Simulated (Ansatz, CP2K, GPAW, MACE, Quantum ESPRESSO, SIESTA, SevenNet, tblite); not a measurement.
# Ta2H10C4Cl8O3 (P2_1/c) (108 atoms) in CP2K

Wanted: CP2K inputs and outputs for Ta2H10C4Cl8O3 (P2_1/c) (108 atoms), checked against a plane-wave reference.

Main program and level: CP2K 2026.2; the method is named at each step.

## Step 1: Starting point

The cell holds 108 atoms: 8 Ta, 40 H, 16 C, 32 Cl and 12 O. Cell: a = 6.639 Å, b = 26.008 Å, c = 10.653 Å, α = 90.0°, β = 114.3°, γ = 90.0°. It derives from Ta2H10C4Cl8O3 (P2_1/c), repeated 1×1×1. Ta2H10C4Cl8O3, space group P2_1/c, structure from the Crystallography Open Database, 1 x 1 x 1 conventional cells; every coordinate displaced by a Gaussian of 0.02 Å; bonds to H set to neutron lengths (C-H 1.089, N-H 1.015, O-H 0.983, B-H 1.19 Å) where the listed ones are shorter. Then every atom was moved at random, 0.05 Å r.m.s. a Cartesian component (hydrogen 0.6 of that).

The yardstick, on the same geometry:

```
method                                           : Kohn-Sham DFT, PBE, PAW, plane waves (Ansatz 0.2.0); cutoff 420 eV, Γ point, fermi-dirac smearing of 0.05 eV; PAW set soft_2
r.m.s. force component                           : 1.993 eV/Å
longest force                                    : 11.93 eV/Å
pressure                                         : 4.276 GPa
gap (highest filled to lowest empty level) : 2.143 eV
SCF cycles                                       : 11
time                                             : 25 s on 4 threads of Arm Neoverse V1, shared host
CPU time                                         : 97 s
```

## Step 2: PBE, DZVP-UZH, 600/50 Ry, diagonalisation

Method: Kohn-Sham DFT, PBE, GTH-PBE pseudopotentials, Gaussian and plane waves, DZVP-MOLOPT (UZH set), diagonalisation.

input.inp

```
&GLOBAL
  PROJECT cell
  RUN_TYPE ENERGY_FORCE
  PRINT_LEVEL LOW
&END GLOBAL
&FORCE_EVAL
  METHOD QS
  STRESS_TENSOR ANALYTICAL
  &DFT
    BASIS_SET_FILE_NAME BASIS_MOLOPT_UZH
    POTENTIAL_FILE_NAME POTENTIAL_UZH
    &MGRID
      CUTOFF 600
      REL_CUTOFF 50
      NGRIDS 5
    &END MGRID
    &QS
      EPS_DEFAULT 1.0E-12
    &END QS
    &SCF
      SCF_GUESS ATOMIC
      EPS_SCF 5.0E-06
      MAX_SCF 200
      ADDED_MOS 52
      &DIAGONALIZATION
        ALGORITHM STANDARD
      &END DIAGONALIZATION
      &SMEAR ON
        METHOD FERMI_DIRAC
        ELECTRONIC_TEMPERATURE [K] 580
      &END SMEAR
      &MIXING
        METHOD BROYDEN_MIXING
        ALPHA 0.15
        NBROYDEN 12
      &END MIXING
      &PRINT
        &RESTART OFF
        &END RESTART
      &END PRINT
    &END SCF
    &XC
      &XC_FUNCTIONAL PBE
      &END XC_FUNCTIONAL
    &END XC
    &PRINT
      &MULLIKEN ON
      &END MULLIKEN
      &HIRSHFELD ON
        SHAPE_FUNCTION DENSITY
      &END HIRSHFELD
      &MO ON
        EIGENVALUES T
        OCCUPATION_NUMBERS T
        MO_INDEX_RANGE 241 264
        &EACH
          QS_SCF 0
        &END EACH
        ADD_LAST NUMERIC
      &END MO
    &END PRINT
  &END DFT
  &SUBSYS
    &CELL
      A 6.63880 0.00000 0.00000
      B 0.00000 26.00830 0.00000
      C -4.37581 0.00000 9.71248
    &END CELL
    &COORD
      Ta 2.20627 23.28445 1.57196
      Ta 2.16407 10.20228 3.22406
      Ta 0.12604 2.81748 8.11808
      Ta -0.04897 15.81383 6.44180
      Ta 1.19490 22.35491 5.08847
      Ta -1.06461 9.32189 9.41741
      Ta 1.11759 3.61775 4.56292
      Ta 3.32022 16.76937 0.21125
      H 1.74428 25.85017 5.77611
      H -1.70709 12.80779 8.73599
      H 0.55233 0.18830 3.87722
      H 3.92276 13.18829 0.95037
      H 2.87864 24.95704 4.71240
      H 1.54720 11.96668 0.11694
      H -0.61759 1.07388 4.95327
      H 0.66750 14.04864 9.62536
      H 3.42626 25.33286 6.33759
      H -3.31016 12.43665 8.22113
      H -1.15616 0.54071 3.42054
      H 5.59578 13.54096 1.49902
      H 0.84497 24.53181 7.77795
      H -0.61589 11.54352 6.77416
      H 1.43854 1.55348 1.93230
      H 2.91741 14.45775 2.92278
      H 2.43282 24.51412 8.27105
      H -2.40327 11.53312 6.33730
      H -0.18782 1.52903 1.41550
      H 4.62841 14.56647 3.42559
      H 2.44930 22.09093 8.32126
      H -2.45308 9.04855 6.23522
      H -0.11500 3.92465 1.43453
      H 4.62606 17.04870 3.41209
      H 1.12043 22.58301 9.23511
      H -1.00893 9.54635 5.33604
      H 1.23007 3.47471 0.56973
      H 3.21104 16.42502 4.37217
      H 1.03493 19.84901 7.64382
      H -0.90777 6.90963 6.95093
      H 1.28932 6.17255 1.97396
      H 3.24363 19.09477 2.85178
      H -0.66027 20.30728 7.27436
      H 0.72464 7.23291 7.39168
      H 2.93476 5.77098 2.50572
      H 1.52905 18.85108 2.35838
      H -0.04055 20.69480 8.80378
      H 0.17151 7.67947 5.77193
      H 2.30110 5.30335 0.93240
      H 2.06559 18.35900 3.99125
      C 2.51919 25.14274 5.78165
      C -2.60451 12.07773 8.70899
      C -0.37330 0.80730 3.98387
      C 4.74827 14.00105 0.95678
      C 1.70426 23.93804 7.77465
      C -1.55532 10.83610 6.88683
      C 0.48775 2.13008 2.05574
      C 3.86564 15.12903 2.86810
[... 48 atom lines left out ...]
      O 0.63809 21.81680 7.20316
      O -0.58599 8.89744 7.25581
      O 1.65917 4.10801 2.45124
      O 2.81671 17.11190 2.42220
    &END COORD
    &KIND Ta
      BASIS_SET DZVP-MOLOPT-PBE-GTH-q13
      POTENTIAL GTH-PBE-q13
    &END KIND
    &KIND H
      BASIS_SET DZVP-MOLOPT-PBE-GTH-q1
      POTENTIAL GTH-PBE-q1
    &END KIND
    &KIND C
      BASIS_SET DZVP-MOLOPT-PBE-GTH-q4
      POTENTIAL GTH-PBE-q4
    &END KIND
    &KIND Cl
      BASIS_SET DZVP-MOLOPT-PBE-GTH-q7
      POTENTIAL GTH-PBE-q7
    &END KIND
    &KIND O
      BASIS_SET DZVP-MOLOPT-PBE-GTH-q6
      POTENTIAL GTH-PBE-q6
    &END KIND
  &END SUBSYS
  &PRINT
    &FORCES ON
    &END FORCES
    &STRESS_TENSOR ON
    &END STRESS_TENSOR
  &END PRINT
&END FORCE_EVAL
```

Command:

```
> OMP_NUM_THREADS=1 mpirun -np 4 cp2k.psmp -i input.inp > output.txt
```

Numbers of over 12 decimals in the logs are rounded to 6 here.

Output:

```text
CP2K| version string:                                       CP2K version 2026.2
 CP2K| Input file name                                                 input.inp
 GLOBAL| Basis set file name                                    BASIS_MOLOPT_UZH
 GLOBAL| Potential file name                                       POTENTIAL_UZH
 GLOBAL| Run type                                                   ENERGY_FORCE
 GLOBAL| Total number of message passing processes                             4
 GLOBAL| Number of threads for this process                                    1
 TOTAL NUMBERS AND MAXIMUM NUMBERS
  Total number of            - Atomic kinds:                                   5
                             - Atoms:                                        108
                             - Shell sets:                                   108
                             - Shells:                                       484
                             - Primitive Cartesian functions:                516
                             - Cartesian basis functions:                   1288
                             - Spherical basis functions:                   1188
  Maximum angular momentum of- Orbital basis functions:                        3
                             - Local part of the GTH pseudopotential:          2
                             - Non-local part of the GTH pseudopotential:      4
 SCF PARAMETERS         Density guess:                                    ATOMIC
                        max_scf:                                             200
                        eps_scf:                                        5.00E-06
                        added MOs                                        52    0
                        Mixing method:                            BROYDEN_MIXING
                                                charge density mixing in g-space
                        Smear method:                                FERMI_DIRAC
                        Electronic temperature [K]:                        580.0
                        Electronic temperature [a.u.]:                  1.84E-03
                        Accuracy threshold:                             1.00E-10
 Extrapolation method: initial_guess
 Number of electrons:                                                        504
 Number of occupied orbitals:                                                252
 Number of molecular orbitals:                                               304
 Number of orbital functions:                                               1188
 Number of independent orbital functions:                                   1188
 SCF WAVEFUNCTION OPTIMIZATION
  Step     Update method      Time    Convergence         Total energy    Change
     1 NoMix/Diag. 0.15E+00    4.7     0.94782304     -1253.1400105966 -1.25E+03
     2 Broy./Diag. 0.15E+00    7.8     0.08408841     -1217.2201915539  3.59E+01
     3 Broy./Diag. 0.15E+00    7.8     0.23439345     -1235.7555578648 -1.85E+01
     4 Broy./Diag. 0.15E+00    7.8     0.16996671     -1248.3138962720 -1.26E+01
[...]
21 Broy./Diag. 0.15E+00    8.0     0.00000825     -1253.3104278448  4.73E-05
    22 Broy./Diag. 0.15E+00    8.0     0.00000417     -1253.3105443220 -1.16E-04
  *** SCF run converged in    22 steps ***
  Electronic density on regular grids:       -503.9999999998        0.0000000002
  Core density on regular grids:              503.9999999996       -0.0000000004
  Total charge density on r-space grids:       -0.0000000002
  Total charge density g-space grids:          -0.0000000002
  Overlap energy of the core charge distribution:               8.24521e-05
  Self energy of the core charge distribution:              -2539.605007
  Core Hamiltonian energy:                                    627.625394
  Hartree energy:                                             891.381526
  Exchange-correlation energy:                               -232.712539
  Electronic entropic energy:                                  -2.0212e-10
  Fermi energy:                                                 0.059239
  Total energy:                                             -1253.310544
  Total energy (extrapolated to T->0):                      -1253.310544
 MO| EIGENVALUES AND OCCUPATION NUMBERS
 MO|
 MO|  Index      Eigenvalue [a.u.]        Eigenvalue [eV]             Occupation
 MO|    241              -0.002475              -0.067337               2.000000
 MO|    242              -0.001968              -0.053544               2.000000
 MO|    243              -0.001652              -0.044963               2.000000
[...]
MO|    263               0.117473               3.196592               0.000000
 MO|    264               0.119206               3.243770               0.000000
 MO| Sum:                                                             504.000000
 MO| E(Fermi):            0.059239 a.u.          1.611966 eV
 !-----------------------------------------------------------------------------!
                     Mulliken Population Analysis
 #  Atom  Element  Kind  Atomic population                           Net charge
       1     Ta       1         12.363260                              0.636740
       2     Ta       1         12.349393                              0.650607
       3     Ta       1         12.415067                              0.584933
[...]
107     O        5          6.322518                             -0.322518
     108     O        5          6.340805                             -0.340805
 # Total charge                            504.000000                  0.000000
 !-----------------------------------------------------------------------------!
 !-----------------------------------------------------------------------------!
                           Hirshfeld Charges
  #Atom  Element  Kind  Ref Charge     Population                    Net charge
      1       Ta     1      13.000         12.465                         0.535
      2       Ta     1      13.000         12.466                         0.534
      3       Ta     1      13.000         12.490                         0.510
[...]
107       O      5       6.000          6.073                        -0.073
    108       O      5       6.000          6.095                        -0.095
  Total Charge                                                            0.000
 !-----------------------------------------------------------------------------!
 ENERGY| Total FORCE_EVAL ( QS ) energy [hartree]          -1253.310756
 FORCES| Atomic forces [hartree/bohr]
 FORCES|   Atom     x               y               z               |f|
 FORCES|      1 -3.09952168E-05 -4.46374625E-02  1.81925009E-02   4.82023974E-02
 FORCES|      2  5.19443703E-02  3.33183553E-03  1.34804285E-02   5.37683986E-02
 FORCES|      3 -3.46444521E-02 -4.30698153E-02 -1.00412991E-03   5.52834091E-02
[...]
FORCES|    107 -1.61684752E-02  8.59614251E-03  3.48295003E-03   1.86398551E-02
 FORCES|    108 -2.52488647E-03 -1.30586501E-03  1.02700740E-02   1.06562074E-02
 FORCES| Sum     1.46894998E-03  2.38628954E-03 -2.67957114E-04
 FORCES| Total atomic force                                       2.81495876E-03
 STRESS| Analytical stress tensor [bar]
 STRESS|                        x                   y                   z
 STRESS|      x        4.01977822060E+04  -1.19844967768E+04  -1.02867614254E+03
 STRESS|      y       -1.19844967768E+04   3.11960740565E+04   2.44332025351E+03
 STRESS|      z       -1.02867614254E+03   2.44332025351E+03   4.71725651485E+04
 STRESS| 1/3 Trace                                             3.95221404703E+04
```

Wall time 3.2 min (4 MPI ranks of Arm Neoverse V1, shared host); peak memory 6.4 GiB.

Banners, paths, timers and routine set-up lines are dropped from the logs unmarked, and long logs keep their key lines alone; longer cuts are marked.

Numbers from this run, and their distance from the reference:

```yaml
r_m_s_force_component: 2.014 eV/Å
r_m_s_difference_of_force_components: 128.3 meV/Å
longest_difference_of_force_vectors: 559.3 meV/Å
force_difference_over_r_m_s_force: 6.44 %
slope_of_forces_against_the_reference_s: 1.009
correlation_of_force_components: 0.998
spacing_of_highest_filled_and_lowest_empty_level: 2.065 eV
gap_difference: -0.0779 eV
pressure: 3.952 GPa
pressure_difference: -0.3242 GPa
```

Length of the force difference by element (eV/Å):

```
element  atoms   mean  most
      C     16   0.31  0.53
     Cl     32   0.12  0.17
      H     40  0.048  0.20
      O     12   0.42  0.56
     Ta      8   0.24  0.52
```

Levels nearest the highest filled one (eV from it): -0.65, -0.64, -0.63, -0.60, -0.59, -0.57, -0.51, -0.43, -0.39, -0.38, -0.30, 0.00, 2.07, 2.12, 2.20, 2.31, 2.32, 2.36, 2.42, 2.45, 2.53, 2.59, 2.61, 2.66.

A closer look about H39, picked at random: 11 atoms, nearest first, numbered in the order of the input, with positions taken from that point.

| atom | x | y | z | distance (Å) | bonds | Hirshfeld charge (e) | Fx | Fy | Fz (eV/Å) |
| --- | --- | --- | --- | --- | --- | --- | --- | --- | --- |
| H39 | 0.00 | 0.00 | 0.00 | 0.00 | 1 | 0.03 | -0.83 | 0.44 | 0.64 |
| C63 | 0.79 | -0.72 | 0.00 | 1.07 | 4 | -0.06 | -0.80 | -1.20 | -1.20 |
| H47 | 1.01 | -0.87 | -1.04 | 1.69 | 1 | 0.03 | 0.55 | -0.10 | -0.67 |
| H43 | 1.65 | -0.40 | 0.53 | 1.78 | 1 | 0.03 | 0.92 | 0.20 | 0.87 |
| O107 | 0.37 | -2.06 | 0.48 | 2.15 | 3 | -0.07 | -0.83 | 0.44 | 0.18 |
| H31 | -1.40 | -2.25 | -0.54 | 2.70 | 1 | 0.02 | -7.34 | 5.03 | -0.33 |
| C59 | -0.62 | -2.75 | -0.46 | 2.85 | 4 | -0.03 | 8.72 | -1.19 | -0.71 |
| H35 | -0.06 | -2.70 | -1.40 | 3.04 | 1 | 0.04 | -0.31 | -0.54 | -0.21 |
| Cl82 | -0.94 | 2.79 | 0.91 | 3.08 | 1 | -0.06 | -0.87 | -0.75 | -0.44 |
| Cl91 | -1.99 | -1.16 | 2.21 | 3.19 | 1 | -0.12 | -0.10 | 0.15 | -0.22 |
| Cl90 | 0.25 | 1.73 | -2.69 | 3.21 | 1 | -0.12 | -0.51 | -0.32 | -0.19 |

Forces lie 6.4 % from the reference's, at 8.0 times its CPU time.

(Continued in part 2 of 2.)

[Also dropped from logs without a mark: logging warnings of Python, and SIESTA's first energy breakdown and zero terms.]

[Logs are printed without paths, hosts, clocks, repeated set-up lines and the standing remarks that a program may print on its own settings, such as how far it seeks lower states.]

[Hosts, paths, dates, database ids (printed as entryN), source tags and the programs' standing remarks are cut or masked in the printed files.]
